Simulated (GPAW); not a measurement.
# Ga2S3 (Cc): dielectric function

What do local fields and a kernel do to the response of Ga2S3 (Cc)?

Calculated with GPAW 26.7.0; LDA and many-body steps on it, plane waves.

Most raw output is cut from this account.

### 1. Starting point

The structure is monoclinic, space group Cc (No. 9). The conventional cell has a = 11.107 Å, b = 6.395 Å, c = 7.021 Å, α = 90.00°, β = 121.17°, γ = 90.00°. Ga has 4 S at 2.19 to 2.33 Å nearest. Ga has 4 S at 2.20 to 2.32 Å nearest. Nearest to S lie 2 Ga at 2.19 to 2.20 Å. Nearest to S lie 3 Ga at 2.31 to 2.32 Å. Nearest to S lie 3 Ga at 2.31 to 2.33 Å. Farther neighbours and most contacts between anions are not listed.

As a file:

```xyz
10
Lattice="5.5535 -3.1975 0.0000 5.5535 3.1975 0.0000 -3.6339 0.0000 6.0074" Properties=species:S:1:pos:R:3 pbc="T T T"
Ga    5.5668   -0.6245    0.7516
Ga    3.7498    0.6245    3.7554
Ga    1.8042   -0.4345    0.6944
Ga   -0.0127    0.4345    3.6981
S     1.9229   -2.6469    5.9101
S     3.7399    2.6469    2.9064
S     1.9353   -0.5915    3.0031
S     0.1184    0.5915    6.0068
S     7.4567    0.5372    0.0505
S     5.6397   -0.5372    3.0542
```

The cell and positions come from the Crystallography Open Database and are kept as given unless a step says otherwise.

### 2. Empty states on the mesh, 4×4×4 mesh, 283 bands

This step: GPAW 26.7.0; DFT, LDA, plane waves, PAW.

The sums over transitions need many empty states on a uniform mesh; this step solves for them.

File run.py:

```python
import json
import numpy as np
from gpaw.mpi import world
from gpaw import GPAW

calc = GPAW('gs.gpw').fixed_density(kpts={'size': (4, 4, 4), 'gamma': True},
    nbands=330,
    convergence={'bands': 283},
    txt='nscf.txt')
calc.write('full.gpw', mode='all')
res = {}
kpts = calc.get_ibz_k_points()
res['kpts'] = kpts
res['eigenvalues'] = [calc.get_eigenvalues(kpt=k) for k in range(len(kpts))]
res['n_electrons'] = calc.get_number_of_electrons()

if world.rank == 0:
    with open('result.json', 'w') as f:
        json.dump(res, f, default=lambda x: x.tolist())
```

Run with:

```
$ mpirun -n 8 gpaw python run.py
```

Run time: 5.6 min. Hardware: 8 MPI ranks of Arm Neoverse V1, shared host; peak memory 2.7 GiB; 44 min of CPU time.

This step gave:

* gap: 1.695 eV
* k of the valence top: 0, 0, 0
* k of the conduction bottom: 0, 0, 0
* least direct gap: 1.695 eV
* k points computed: 36
* lowest point of the top converged band, above the valence top: 57.4777 eV

On this mesh the gap is 1.695 eV.

### 3. RPA response

The response function is computed on a frequency grid, with local fields up to the given cutoff.

This step: linear response, RPA, on LDA, plane waves, PAW.

File run.py:

```python
import json
import numpy as np
from gpaw.mpi import world
from gpaw.response.df import DielectricFunction

df = DielectricFunction('full.gpw',
    ecut=50,
    nbands=283,
    eta=0.2,
    frequencies={'type': 'nonlinear', 'domega0': 0.05, 'omega2': 10.0},
    intraband=False,
    txt='df.txt')
res = {'optical': {}, 'eels': []}
for d in 'xyz':
    y0, y = df.get_dielectric_function(direction=d, xc='RPA', filename=None)
    res['optical'][d] = [y0.real, y0.imag, y.real, y.imag]
res['w'] = df.get_frequencies()
for q_c in [[0.25, 0, 0], [0.5, 0, 0], [0.75, 0, 0], [1.25, 0, 0]]:
    res['eels'].append(df.get_eels_spectrum(q_c=q_c, xc='RPA', filename=None))

if world.rank == 0:
    with open('result.json', 'w') as f:
        json.dump(res, f, default=lambda x: x.tolist())
```

Run with:

```
$ mpirun -n 8 gpaw python run.py
```

Wall time 2 min (8 MPI ranks); peak memory 6.5 GiB; 16 min of CPU time.

Numbers from this step:

| Quantity | Value |
| --- | --- |
| ε at zero frequency | 6.049 |
| the same without local fields | 7.060 |

The static value is 6.05.

RPA, broadening 0.2 eV. Table of ε₂ by photon energy; read off at these points:

| photon energy (eV) | xx, no local fields | xx, local fields | yy, no local fields | yy, local fields | zz, no local fields | zz, local fields |
| --- | --- | --- | --- | --- | --- | --- |
| 0.00 | 0 | 0 | 0 | 0 | 0 | 0 |
| 2.50 | 1.37 | 1.23 | 1.29 | 1.10 | 1.39 | 1.27 |
| 5.00 | 7.65 | 5.95 | 8.43 | 6.55 | 11.4 | 9.37 |
| 6.00 | 10.6 | 7.56 | 10.3 | 7.60 | 9.02 | 6.82 |
| 7.50 | 6.67 | 5.43 | 6.84 | 5.36 | 6.79 | 5.13 |
| 10.00 | 3.36 | 2.93 | 3.06 | 2.94 | 3.01 | 3.00 |
| 12.50 | 1.19 | 1.51 | 1.20 | 1.48 | 1.14 | 1.33 |
| 15.00 | 0.616 | 0.757 | 0.583 | 0.755 | 0.615 | 0.733 |
| 17.50 | 0.326 | 0.481 | 0.323 | 0.476 | 0.323 | 0.510 |
| 20.00 | 0.182 | 0.330 | 0.185 | 0.326 | 0.174 | 0.312 |
| 22.50 | 0.0986 | 0.214 | 0.0991 | 0.215 | 0.102 | 0.213 |
| 25.00 | 0.0611 | 0.150 | 0.0604 | 0.152 | 0.0624 | 0.156 |
| 27.50 | 0.0417 | 0.135 | 0.0413 | 0.132 | 0.0400 | 0.135 |
| 30.00 | 0.0308 | 0.0993 | 0.0313 | 0.0966 | 0.0297 | 0.0932 |
| 32.50 | 0.0233 | 0.0620 | 0.0226 | 0.0576 | 0.0240 | 0.0575 |
| 35.00 | 0.0169 | 0.0342 | 0.0174 | 0.0353 | 0.0170 | 0.0351 |
| 37.50 | 0.0129 | 0.0203 | 0.0130 | 0.0202 | 0.0131 | 0.0202 |

Optical limit, local fields. The loss function by energy loss; read off at these points:

| energy loss (eV) | xx | yy | zz |
| --- | --- | --- | --- |
| 0.0 | 0 | 0 | 0 |
| 2.0 | 0.00966 | 0.0106 | 0.0129 |
| 4.0 | 0.0657 | 0.0601 | 0.0507 |
| 6.0 | 0.111 | 0.116 | 0.137 |
| 8.0 | 0.218 | 0.214 | 0.208 |
| 10.0 | 0.330 | 0.314 | 0.309 |
| 12.0 | 0.430 | 0.427 | 0.456 |
| 14.0 | 0.858 | 0.810 | 0.899 |
| 16.0 | 1.56 | 1.57 | 1.58 |
| 18.0 | 2.08 | 2.15 | 2.18 |
| 18.6 | 2.05 | 2.24 | 2.33 |
| 19.2 | 2.14 | 2.09 | 2.22 |
| 20.0 | 2.06 | 2.06 | 2.11 |
| 22.0 | 1.33 | 1.30 | 1.19 |
| 24.0 | 0.727 | 0.721 | 0.715 |
| 26.0 | 0.447 | 0.441 | 0.456 |
| 28.0 | 0.353 | 0.352 | 0.343 |
| 30.0 | 0.249 | 0.239 | 0.231 |
| 32.0 | 0.154 | 0.146 | 0.140 |
| 34.0 | 0.0830 | 0.0835 | 0.0870 |
| 36.0 | 0.0502 | 0.0518 | 0.0512 |
| 38.0 | 0.0305 | 0.0306 | 0.0306 |

RPA, local fields; q along the first reciprocal vector. The -Im 1/eps(q) by energy loss; read off at these points:

| energy loss (eV) | q = 0.296 1/A | q = 0.592 1/A | q = 0.888 1/A | q = 1.480 1/A |
| --- | --- | --- | --- | --- |
| 0.0 | 0 | 0 | 0 | 0 |
| 2.0 | 0.00534 | 0.00448 | 0.00382 | 0.00282 |
| 4.0 | 0.0491 | 0.0417 | 0.0336 | 0.0242 |
| 6.0 | 0.116 | 0.110 | 0.0972 | 0.0884 |
| 8.0 | 0.206 | 0.199 | 0.178 | 0.139 |
| 10.0 | 0.298 | 0.270 | 0.253 | 0.198 |
| 12.0 | 0.421 | 0.402 | 0.402 | 0.294 |
| 14.0 | 0.785 | 0.693 | 0.568 | 0.357 |
| 16.0 | 1.39 | 1.07 | 0.689 | 0.385 |
| 18.0 | 2.03 | 1.47 | 0.952 | 0.452 |
| 19.2 | 2.20 | 1.77 | 1.20 | 0.522 |
| 20.0 | 2.13 | 1.90 | 1.39 | 0.575 |
| 20.4 | 2.05 | 1.96 | 1.46 | 0.596 |
| 22.0 | 1.42 | 1.69 | 1.61 | 0.703 |
| 22.6 | 1.15 | 1.50 | 1.63 | 0.774 |
| 24.0 | 0.766 | 1.06 | 1.47 | 0.938 |
| 26.0 | 0.479 | 0.628 | 0.877 | 1.06 |
| 28.0 | 0.360 | 0.367 | 0.462 | 0.898 |
| 30.0 | 0.224 | 0.216 | 0.266 | 0.594 |
| 32.0 | 0.119 | 0.128 | 0.168 | 0.401 |
| 34.0 | 0.0705 | 0.0849 | 0.118 | 0.297 |
| 36.0 | 0.0483 | 0.0618 | 0.0881 | 0.219 |
| 38.0 | 0.0371 | 0.0481 | 0.0655 | 0.168 |

### 4. ALDA response

This step: linear response, ALDA, on LDA, plane waves, PAW.

run.py: that of step 3 with these lines changed.

```diff
@@ -14,7 +14,7 @@
 for d in 'xyz':
-    y0, y = df.get_dielectric_function(direction=d, xc='RPA', filename=None)
+    y0, y = df.get_dielectric_function(direction=d, xc='ALDA', filename=None)
     res['optical'][d] = [y0.real, y0.imag, y.real, y.imag]
 res['w'] = df.get_frequencies()
-for q_c in [[0.25, 0, 0], [0.5, 0, 0], [0.75, 0, 0], [1.25, 0, 0]]:
-    res['eels'].append(df.get_eels_spectrum(q_c=q_c, xc='RPA', filename=None))
+for q_c in [[0.75, 0, 0]]:
+    res['eels'].append(df.get_eels_spectrum(q_c=q_c, xc='ALDA', filename=None))
```

Run with:

```
$ mpirun -n 8 gpaw python run.py
```

Elapsed: 72 s, on 8 MPI ranks; peak memory 6.5 GiB.

Numbers from this step:

| Quantity | Value |
| --- | --- |
| ε at zero frequency | 6.339 |
| the same without local fields | 7.060 |

The static value is 6.34.

ALDA, broadening 0.2 eV. The ε₂ by photon energy; read off at these points:

| photon energy (eV) | xx, no local fields | xx, local fields | yy, no local fields | yy, local fields | zz, no local fields | zz, local fields |
| --- | --- | --- | --- | --- | --- | --- |
| 0.00 | 0 | 0 | 0 | 0 | 0 | 0 |
| 2.50 | 1.37 | 1.34 | 1.29 | 1.19 | 1.39 | 1.33 |
| 5.00 | 7.65 | 6.49 | 8.43 | 7.11 | 11.4 | 9.83 |
| 6.00 | 10.6 | 8.19 | 10.3 | 8.22 | 9.02 | 7.12 |
| 7.50 | 6.67 | 5.57 | 6.84 | 5.53 | 6.79 | 5.40 |
| 10.00 | 3.36 | 3.04 | 3.06 | 2.96 | 3.01 | 3.13 |
| 12.50 | 1.19 | 1.48 | 1.20 | 1.46 | 1.14 | 1.32 |
| 15.00 | 0.616 | 0.754 | 0.583 | 0.745 | 0.615 | 0.725 |
| 17.50 | 0.326 | 0.464 | 0.323 | 0.457 | 0.323 | 0.491 |
| 20.00 | 0.182 | 0.303 | 0.185 | 0.300 | 0.174 | 0.288 |
| 22.50 | 0.0986 | 0.193 | 0.0991 | 0.194 | 0.102 | 0.192 |
| 25.00 | 0.0611 | 0.136 | 0.0604 | 0.137 | 0.0624 | 0.134 |
| 27.50 | 0.0417 | 0.109 | 0.0413 | 0.106 | 0.0400 | 0.0975 |
| 30.00 | 0.0308 | 0.0658 | 0.0313 | 0.0655 | 0.0297 | 0.0584 |
| 32.50 | 0.0233 | 0.0408 | 0.0226 | 0.0383 | 0.0240 | 0.0377 |
| 35.00 | 0.0169 | 0.0240 | 0.0174 | 0.0248 | 0.0170 | 0.0242 |
| 37.50 | 0.0129 | 0.0158 | 0.0130 | 0.0157 | 0.0131 | 0.0160 |

### 5. RPA response, local-field cutoff (4×4×4 mesh, 283 bands, screening to 5 eV, broadening 0.2 eV)

This step: linear response, RPA, on LDA, plane waves, PAW.

run.py: that of step 4 with these lines changed.

```diff
@@ -6,3 +6,3 @@
 df = DielectricFunction('full.gpw',
-    ecut=50,
+    ecut=5,
     nbands=283,
@@ -14,3 +14,3 @@
 for d in 'xyz':
-    y0, y = df.get_dielectric_function(direction=d, xc='ALDA', filename=None)
+    y0, y = df.get_dielectric_function(direction=d, xc='RPA', filename=None)
     res['optical'][d] = [y0.real, y0.imag, y.real, y.imag]
@@ -18,3 +18,3 @@
 for q_c in [[0.75, 0, 0]]:
-    res['eels'].append(df.get_eels_spectrum(q_c=q_c, xc='ALDA', filename=None))
+    res['eels'].append(df.get_eels_spectrum(q_c=q_c, xc='RPA', filename=None))
```

Run with:

```
$ mpirun -n 8 gpaw python run.py
```

Wall time 55 s (8 MPI ranks); peak memory 3.9 GiB; 7.3 min of CPU time.

Numbers from this step:

- ε at zero frequency: 7.060
- the same without local fields: 7.060

The static value is 7.06.

RPA, broadening 0.2 eV. Table of ε₂ by photon energy; read off at these points:

| photon energy (eV) | xx, no local fields | xx, local fields | yy, no local fields | yy, local fields | zz, no local fields | zz, local fields |
| --- | --- | --- | --- | --- | --- | --- |
| 0 | 0 | 0 | 0 | 0 | 0 | 0 |
| 2 | 0.531 | 0.531 | 0.630 | 0.630 | 0.649 | 0.649 |
| 4 | 6.60 | 6.60 | 6.12 | 6.12 | 5.22 | 5.22 |
| 6 | 10.6 | 10.6 | 10.3 | 10.3 | 9.02 | 9.02 |
| 8 | 5.59 | 5.59 | 5.83 | 5.82 | 5.76 | 5.76 |
| 10 | 3.36 | 3.36 | 3.06 | 3.07 | 3.01 | 3.01 |
| 12 | 1.43 | 1.43 | 1.49 | 1.49 | 1.35 | 1.35 |
| 14 | 0.752 | 0.752 | 0.744 | 0.745 | 0.766 | 0.766 |
| 16 | 0.485 | 0.485 | 0.459 | 0.459 | 0.510 | 0.510 |
| 18 | 0.306 | 0.306 | 0.291 | 0.291 | 0.278 | 0.278 |
| 20 | 0.182 | 0.182 | 0.185 | 0.185 | 0.174 | 0.174 |
| 22 | 0.111 | 0.111 | 0.115 | 0.115 | 0.117 | 0.117 |
| 24 | 0.0705 | 0.0705 | 0.0702 | 0.0702 | 0.0746 | 0.0746 |
| 26 | 0.0513 | 0.0513 | 0.0519 | 0.0519 | 0.0534 | 0.0534 |
| 28 | 0.0393 | 0.0393 | 0.0384 | 0.0384 | 0.0375 | 0.0375 |
| 30 | 0.0308 | 0.0308 | 0.0313 | 0.0313 | 0.0297 | 0.0297 |
| 32 | 0.0254 | 0.0254 | 0.0243 | 0.0243 | 0.0249 | 0.0249 |
| 34 | 0.0187 | 0.0187 | 0.0190 | 0.0190 | 0.0206 | 0.0206 |
| 36 | 0.0152 | 0.0152 | 0.0156 | 0.0156 | 0.0150 | 0.0150 |
| 38 | 0.0125 | 0.0125 | 0.0127 | 0.0127 | 0.0128 | 0.0128 |

### 6. RPA response, fewer bands (4×4×4 mesh, 29 bands, screening to 50 eV, broadening 0.2 eV)

run.py: that of step 5 with these lines changed.

```diff
@@ -6,4 +6,4 @@
 df = DielectricFunction('full.gpw',
-    ecut=5,
-    nbands=283,
+    ecut=50,
+    nbands=29,
     eta=0.2,
@@ -17,3 +17,3 @@
 res['w'] = df.get_frequencies()
-for q_c in [[0.75, 0, 0]]:
+for q_c in []:
     res['eels'].append(df.get_eels_spectrum(q_c=q_c, xc='RPA', filename=None))
```

Run with:

```
$ mpirun -n 8 gpaw python run.py
```

It took 6.5 s on 8 MPI ranks; peak memory 3.6 GiB; 51 s of CPU time.

This step gave:

| Quantity | Value |
| --- | --- |
| ε at zero frequency | 4.330 |
| the same without local fields | 4.719 |

### 7. RPA response, scissors (4×4×4 mesh, 283 bands, screening to 50 eV, broadening 0.2 eV)

run.py: that of step 6 with these lines changed.

```diff
@@ -7,3 +7,3 @@
     ecut=50,
-    nbands=29,
+    nbands=283,
     eta=0.2,
@@ -11,2 +11,3 @@
     intraband=False,
+    eshift=1.5,
     txt='df.txt')
```

Run with:

```
$ mpirun -n 8 gpaw python run.py
```

It took 40 s on 8 MPI ranks; peak memory 6.4 GiB; 5.3 min of CPU time.

Numbers from this step:

| Property | Result |
| --- | --- |
| ε at zero frequency | 5.010 |
| the same without local fields | 5.747 |

The static value is 5.01.

### 8. RPA response, no empty band (4×4×4 mesh, 24 bands, screening to 30 eV, broadening 0.2 eV)

run.py: that of step 7 with these lines changed.

```diff
@@ -6,4 +6,4 @@
 df = DielectricFunction('full.gpw',
-    ecut=50,
-    nbands=283,
+    ecut=30,
+    nbands=24,
     eta=0.2,
@@ -11,3 +11,2 @@
     intraband=False,
-    eshift=1.5,
     txt='df.txt')
```

Run with:

```
$ mpirun -n 8 gpaw python run.py
```

Run time: 4.4 s. Hardware: 8 MPI ranks; peak memory 2.7 GiB.

This step gave:

* ε at zero frequency: 1
* the same without local fields: 1

The run ended normally, though the input holds a fault or crude settings.

The fault put into this input: no empty band.

### 9. The runs together

Times are wall times on 8 MPI ranks of Arm Neoverse V1, shared host, good to a factor of about two.

| run | ε(0) | without local fields | time |
| --- | --- | --- | --- |
| RPA response | 6.05 | 7.06 | 2 min |
| ALDA response | 6.34 | 7.06 | 72 s |
| RPA response, local-field cutoff (4×4×4 mesh, 283 bands, screening to 5 eV, broadening 0.2 eV) | 7.06 | 7.06 | 55 s |
| RPA response, fewer bands (4×4×4 mesh, 29 bands, screening to 50 eV, broadening 0.2 eV) | 4.33 | 4.72 | 6.5 s |
| RPA response, scissors (4×4×4 mesh, 283 bands, screening to 50 eV, broadening 0.2 eV) | 5.01 | 5.75 | 40 s |

### 10. What came out

```json
{"RPA response": "ε(0) 6.05", "ALDA response": "ε(0) 6.34", "RPA response, local-field cutoff (4×4×4 mesh, 283 bands, screening to 5 eV, broadening 0.2 eV)": "ε(0) 7.06", "RPA response, fewer bands (4×4×4 mesh, 29 bands, screening to 50 eV, broadening 0.2 eV)": "ε(0) 4.33", "RPA response, scissors (4×4×4 mesh, 283 bands, screening to 50 eV, broadening 0.2 eV)": "ε(0) 5.01"}
```

What this shows: In the optical limit the electronic ε(0) is 6.05, against 7.06 without local fields. ALDA response: ε(0) = 6.34. RPA response, local-field cutoff (4×4×4 mesh, 283 bands, screening to 5 eV, broadening 0.2 eV): ε(0) = 7.06. RPA response, fewer bands (4×4×4 mesh, 29 bands, screening to 50 eV, broadening 0.2 eV): ε(0) = 4.33. RPA response, scissors (4×4×4 mesh, 283 bands, screening to 50 eV, broadening 0.2 eV): ε(0) = 5.01. ε(0) converges slowly with a Γ-centred mesh, and this one is not shown settled. Unless a shift is named, the levels are those of the density functional, and only a kernel with a long-range part can bind an exciton.

[Paths, hosts, dates, memory and timing lines, banners, echoed tables and standing remarks are left out of the program output.]

[Logs are printed without paths, hosts, clocks, repeated set-up lines and the standing remarks that a program may print on its own settings, such as how far it seeks lower states.]

[Runs of the session that timed out or met a known fault of the program may be left out.]

[Hosts, paths, dates, database ids (printed as entryN), source tags and the programs' standing remarks are cut or masked in the printed files.]
